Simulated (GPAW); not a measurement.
# F K-edge XANES of VF3 (P-1)

What does one-electron theory with a core hole give for the F K edge of VF3 (P-1)?

Program: GPAW 26.7.0. Level of theory: X-ray absorption from dipole matrix elements to empty bands, plane-wave PAW LDA+U. Results are calculated unless marked as measured.

**1. Set-up**

Symmetry: P-1, No. 2, triclinic system. The conventional cell has a = 5.052 Å, b = 5.059 Å, c = 5.302 Å, α = 62.15°, β = 62.09°, γ = 60.49°. Nearest to V lie 6 F at 1.92 to 1.96 Å. Nearest to V lie 6 F at 1.92 to 1.97 Å. Nearest to F lie 2 V at 1.92 to 1.96 Å. F has 2 V at 1.93 to 1.95 Å nearest. Nearest to F lie 2 V at 1.92 to 1.97 Å. Farther neighbours and most contacts between anions are not listed.

**2. The field without a hole**

The ground state comes first: it tells whether the system has a gap, which decides how the excited electron is treated.

Input file scf.py:

```python
import numpy as np
from ase import Atoms
from ase.parallel import parprint, paropen
from gpaw import GPAW, PW, FermiDirac, Mixer, MixerDif, setup_paths
from gpaw.test import gen
setup_paths.insert(0, '.')
gen('F', name='nch1s', xcname='LDA', corehole=(1, 0, 0), write_xml=True)
from gpaw.mpi import world
world.barrier()

atoms = Atoms('V2F6',
    cell=[[5.05196415, 0, 0],
     [2.49215489, 4.40223015, 0],
     [2.48160734, 1.44123322, 4.45865183]],
    scaled_positions=[[0, 0, 0],
     [0.5, 0.5, 0.5],
     [0.62602436, 0.25797291, 0.24616505],
     [0.13106981, 0.37018623, 0.74883404],
     [0.24182503, 0.87561822, 0.25276351],
     [0.37397564, 0.74202709, 0.75383495],
     [0.86893019, 0.62981377, 0.25116596],
     [0.75817497, 0.12438178, 0.74723649]],
    magmoms=[2.0, -2.0, 0.0, 0.0, 0.0, 0.0, 0.0, 0.0],
    pbc=True)
atoms.calc = calc = GPAW(legacy_gpaw=True, mode=PW(500, force_complex_dtype=True), xc='LDA', setups={'V': ':d,3', 2: 'nch1s'},
    kpts={'size': (4, 3, 3), 'gamma': True}, occupations=FermiDirac(0.05),
    charge=0, mixer=MixerDif(0.05, 8, 50), maxiter=150,
    convergence={'density': 0.0001, 'eigenstates': 1e-6}, txt='scf.txt')
energy = atoms.get_potential_energy() + calc.get_reference_energy()
ef = calc.get_fermi_level()
out = dict(energy=energy, fermi=ef, forces=atoms.get_forces().tolist(), magmoms=atoms.get_magnetic_moments().tolist())
parprint(f'all-electron energy {energy:.4f} eV, Fermi level {ef:.4f} eV')
ev = np.array([[calc.get_eigenvalues(k, s) for k in range(len(calc.get_ibz_k_points()))] for s in range(calc.get_number_of_spins())])
out['homo'], out['lumo'], out['counts'] = ev[ev < ef].max(), ev[ev > ef].min(), sorted(set((ev < ef).sum((0, 2)).tolist()))
out['filled'] = (ev[:, 0] < ef).sum(1).tolist()
import json
with paropen('out.json', 'w') as f:
    json.dump(out, f)
```

Command:

```bash
$ OMP_NUM_THREADS=1 mpirun -n 4 gpaw python scf.py
```

Numbers of over 12 decimals in the logs are rounded to 6 here.

Output:

```text
Input parameters:
  convergence: {density: 0.0001,
                eigenstates: 1e-06}
  kpts: {gamma: True,
         size: (4, 3, 3)}
  maxiter: 150
  mixer: {backend: pulay,
          beta: 0.05,
          method: difference,
          nmaxold: 8,
          weight: 50}
  mode: {ecut: 500.0,
         force_complex_dtype: True,
         name: pw}
  occupations: {fixmagmom: False,
                name: fermi-dirac,
                width: 0.05}
  setups: {2: nch1s,
           V: :d,3}

Initialize ...

[... PAW data sets ...]

Reference energy: -67728.956419  # eV

Spin-polarized calculation.
Initial magnetic moment: 0.000000

[... convergence settings ...]
Symmetries present (total): 1
  [... symmetry matrices ...]

36 k-points: 4 x 3 x 3 Monkhorst-Pack grid + [1/8,0.000000,0.000000]
19 k-points in the irreducible part of the Brillouin zone
       k-points in crystal coordinates                weights
   0:     0.00000000    0.00000000    0.00000000          1/36
   1:     0.00000000    0.00000000    0.33333333          2/36
   2:     0.00000000    0.33333333   -0.33333333          2/36
   3:     0.00000000    0.33333333    0.00000000          2/36
   4:     0.00000000    0.33333333    0.33333333          2/36
   5:     0.25000000   -0.33333333   -0.33333333          2/36
   6:     0.25000000   -0.33333333    0.00000000          2/36
   7:     0.25000000   -0.33333333    0.33333333          2/36
   8:     0.25000000    0.00000000   -0.33333333          2/36
   9:     0.25000000    0.00000000    0.00000000          2/36
          ...
  18:     0.50000000    0.33333333    0.33333333          2/36

Wave functions: Plane wave expansion
  Cutoff energy: 500.000 eV
  Number of coefficients (min, max): 2505, 2527
  Pulay-stress correction: 0.000000 eV/Ang^3 (de/decut=0.000000)
  Using FFTW library
  Wavefunction extrapolation:
    Improved wavefunction reuse through dual PAW basis

Occupation numbers: Fermi-Dirac:
  width: 0.0500  # eV

Eigensolver
   Davidson(niter=2)

Densities:
  Coarse grid: 27*27*28 grid
  Fine grid: 54*54*56 grid
  Total Charge: 0.000000

Density mixing:
  Method: difference
  Backend: pulay
  Linear mixing parameter: 0.05
  old densities: 8
  Width of damping distribution: 1.1
  Damping of long wavelength oscillations: 50

[... Hamiltonian set-up ...]
Number of atoms: 8
Number of atomic orbitals: 50
Number of bands in calculation: 45
Number of valence electrons: 68
Bands to converge: occupied

... initialized

Initializing position-dependent things.

Density initialized from atomic densities
Creating initial wave functions:
  45 bands from LCAO basis set

                       F
                 F     F
                    FV
                         F
                   F

       V

Atomic positions and initial magnetic moments

Positions:
   0 V      0.000000    0.000000    0.000000    ( 0.0000,  0.0000,  2.0000)
   1 V      5.012863    2.921732    2.229326    ( 0.0000,  0.0000, -2.0000)
   2 F      4.416446    1.490437    1.097564    ( 0.0000,  0.0000,  0.0000)
   3 F      3.443033    2.708889    3.338790    ( 0.0000,  0.0000,  0.0000)
   4 F      4.031127    4.218964    1.126984    ( 0.0000,  0.0000,  0.0000)
   5 F      5.609280    4.353026    3.361088    ( 0.0000,  0.0000,  0.0000)
   6 F      6.582693    3.134574    1.119862    ( 0.0000,  0.0000,  0.0000)
   7 F      5.994599    1.624499    3.331667    ( 0.0000,  0.0000,  0.0000)

Unit cell:
           periodic     x           y           z      points  spacing
  1. axis:    yes    5.051964    0.000000    0.000000    27     0.1549
  2. axis:    yes    2.492155    4.402230    0.000000    27     0.1551
  3. axis:    yes    2.481607    1.441233    4.458652    28     0.1592

  Lengths:   5.051964   5.058702   5.302368
  Angles:   62.153493  62.094237  60.485283

Effective grid spacing dv^(1/3) = 0.1694

iter:   1   -52.063165                   -0.0000
iter:   2   -52.257956   -0.91  -1.25    -0.0016
iter:   3   -51.269957   -0.86  -1.29    -0.0282
iter:   4   -51.516792   -0.85  -1.45    -0.0073
iter:   5   -51.674855   -2.18  -1.59    -0.0001
iter:   6   -52.031666   -2.19  -1.65    +0.0003
iter:   7   -51.987105   -2.02  -2.36    +0.0000
iter:   8   -51.976741   -2.95  -2.38    +0.0000
iter:   9   -51.984500c  -3.70  -2.59    +0.0000
iter:  10   -51.985251c  -4.36  -2.59    +0.0000
[... 77 further cycles ...]
iter:  88   -51.994340c  -7.18c -3.42    -0.0000
iter:  89   -51.994430c  -7.44c -3.44    -0.0000
iter:  90   -51.995070c  -7.27c -3.42    -0.0000
iter:  91   -51.995101c  -7.53c -3.44    -0.0000
iter:  92   -51.996217c  -6.43c -3.44    -0.0000
iter:  93   -51.991820c  -4.70  -3.39    -0.0000
iter:  94   -51.996803c  -5.21  -4.17c   -0.0000
iter:  95   -51.993890c  -5.60  -4.20c   -0.0000
iter:  96   -52.001450c  -5.28  -4.37c   -0.0000
iter:  97   -52.005794c  -6.01c -4.31c   -0.0000

Converged after 97 iterations.

Dipole moment: (-0.000000, -0.000000, -0.000000) |e|*Ang

Total magnetic moment: (0.000000, 0.000000, -0.000000)
Local magnetic moments:
   0 V  ( 0.000000,  0.000000,  1.823758)
   1 V  ( 0.000000,  0.000000, -1.823960)
   2 F  ( 0.000000,  0.000000,  0.007065)
   3 F  ( 0.000000,  0.000000,  0.002356)
   4 F  ( 0.000000,  0.000000, -0.009124)
   5 F  ( 0.000000,  0.000000,  0.007065)
   6 F  ( 0.000000,  0.000000,  0.002356)
   7 F  ( 0.000000,  0.000000, -0.009124)

Energy contributions relative to reference atoms: (reference = -67728.956419)

Kinetic:        +42.542626
Potential:      -46.892393
External:        +0.000000
XC:             -48.819145
Entropy (-ST):   -0.000000
Local:           +1.163117
SIC:             +0.000000
--------------------------
Free energy:    -52.005794
Extrapolated:   -52.005794

Spin contamination: 2.021892 electrons
Showing only first 2 kpts
                      Up                     Down
 Kpt  Band  Eigenvalues  Occupancy  Eigenvalues  Occupancy
  0    32      0.99791    1.00000      1.00687    1.00000
  0    33      1.08246    1.00000      1.07182    1.00000
  0    34      3.85528    0.00000      3.84292    0.00000
  0    35      5.04467    0.00000      5.04467    0.00000

  1    32      1.21922    1.00000      1.22911    1.00000
  1    33      1.31377    1.00000      1.29570    1.00000
  1    34      4.02409    0.00000      4.02002    0.00000
  1    35      5.21883    0.00000      5.24167    0.00000

Fermi level: 2.64538

Gap: 2.476 eV
Transition (v -> c):
  (s=0, k=2, n=33, [0.00, 0.33, -0.33]) -> (s=1, k=0, n=34, [0.00, 0.00, 0.00])
Direct/indirect transitions are different
Direct gap: 2.569 eV
Transition at: (s=0->1, k=10, n=33, [0.25, 0.00, 0.33])

Forces in eV/Ang:
  0 V     0.00000   -0.00000   -0.00000
  1 V     0.00000    0.00000    0.00000
  2 F     0.11618    0.05965    0.08234
  3 F     0.11667   -0.14925   -0.02543
  4 F    -0.12969   -0.04931   -0.10514
  5 F    -0.11618   -0.05965   -0.08234
  6 F    -0.11667    0.14925    0.02543
  7 F     0.12969    0.04931    0.10514
Scalar-relativistic atomic LDA calculation for F (Fluorine, Z=9)
Core hole in 1s state (1s occupation: 2.0)
300 radial gridpoints.
|------------------------------------------------|
|------------------------------------------------|
[... the atom generator's iteration count ...]

Energy contributions:
-------------------------
Kinetic:      +98.924702
XC:            -9.628727
Potential:   -188.480882
-------------------------
Total:        -99.184907

state      eigenvalue         ekin         rmax
-----------------------------------------------
1s^2.0 :   -24.213779    36.855229        0.115
2s^2.0 :    -1.089490     4.159703        0.767
2p^5.0 :    -0.415007     3.378968        0.703
-----------------------------------------------
(units: Bohr and Hartree)

Generating PAW setup
Kinetic energy of the core from tauc = 73.784289
Cutoffs:
rc(s)=1.200
rc(p)=1.200
rc(d)=1.200
rc(vbar)=1.080
rc(comp)=1.200
rc(nct)=1.200

Kinetic energy of the core states: 73.710458
Charge: 0.0
Core electrons: 2.0
Valence electrons: 7.0
Pseudo-core charge: 0.000387
Shape function alpha=6.944
Pseudo-electron charge 6.013308
state    eigenvalue         norm
--------------------------------
2s(2) :    -1.089490     1.062936
*s    :    -0.089490
2p(5) :    -0.415007     0.777410
*p    :     0.584993
*d    :     0.000000
--------------------------------

Diagonalizing with gridspacing h=0.050

state   all-electron     PAW
-------------------------------
2s:      -1.089490    -1.091166
2p:      -0.415007    -0.417133
*d:                    0.051257
*f:                    0.077758
-------------------------------
all-electron energy -67780.9622 eV, Fermi level 2.6454 eV
```

Run time: 2.3 min. Hardware: 4 MPI ranks of Intel Xeon Platinum 8488C (Sapphire Rapids), shared host; peak memory 0.28 GiB; 9.3 min of CPU time.

The mesh shows a gap of 2.48 eV, so the hole is first treated in a charged cell, without the excited electron.

Site moments (μB): 1.82, -1.82, 0.01, 0.00, -0.01, 0.01, 0.00, -0.01.

**3. Cell without a hole, the energy reference**

The photon energy needs a difference of total energies, so the cell and mesh of the coming hole run are first run without a hole.

Edit scf.py of step 2 so:

```diff
@@ -25,3 +25,3 @@
 atoms.calc = calc = GPAW(legacy_gpaw=True, mode=PW(500, force_complex_dtype=True), xc='LDA', setups={'V': ':d,3', 2: 'nch1s'},
-    kpts={'size': (4, 3, 3), 'gamma': True}, occupations=FermiDirac(0.05),
+    kpts={'size': (3, 3, 3), 'gamma': True}, occupations=FermiDirac(0.02),
     charge=0, mixer=MixerDif(0.05, 8, 50), maxiter=150,
```

Output:

```text
Input parameters:
  convergence: {density: 0.0001,
                eigenstates: 1e-06}
  kpts: {gamma: True,
         size: (3, 3, 3)}
  maxiter: 150
  mixer: {backend: pulay,
          beta: 0.05,
          method: difference,
          nmaxold: 8,
          weight: 50}
  mode: {ecut: 500.0,
         force_complex_dtype: True,
         name: pw}
  occupations: {fixmagmom: False,
                name: fermi-dirac,
[...]
--------------------------------
2s(2) :    -1.089490     1.062936
*s    :    -0.089490
2p(5) :    -0.415007     0.777410
*p    :     0.584993
*d    :     0.000000
--------------------------------

Diagonalizing with gridspacing h=0.050

state   all-electron     PAW
-------------------------------
2s:      -1.089490    -1.091166
2p:      -0.415007    -0.417133
*d:                    0.051257
*f:                    0.077758
-------------------------------
all-electron energy -67780.9793 eV, Fermi level 2.8446 eV
[key lines of the parts left out:]
Converged after 95 iterations.
Dipole moment: (0.000000, 0.000000, -0.000000) |e|*Ang
Free energy:    -52.022918
Fermi level: 2.84456
```

The job ended after 1.8 min (4 MPI ranks; peak memory 0.28 GiB).

Reference energy: -67780.979 eV with the cores included.

[end of part 1 of 3]

[Banner, clock and machine lines of the logs are left out without a mark of their own.]

[Logs are printed without paths, hosts, clocks, repeated set-up lines and the standing remarks that a program may print on its own settings, such as how far it seeks lower states.]

[Hosts, paths, dates, database ids (printed as entryN), source tags and the programs' standing remarks are cut or masked in the printed files.]

[Lists of maxima count a maximum above −3 eV only where it reaches 4 % of the highest in the window and stands out from its surroundings by 2 % of it (1.5 % where it reaches 55 %); shoulders and weaker maxima are passed over, and of the rest the first, up to two pre-edge ones and the few strongest are named.]
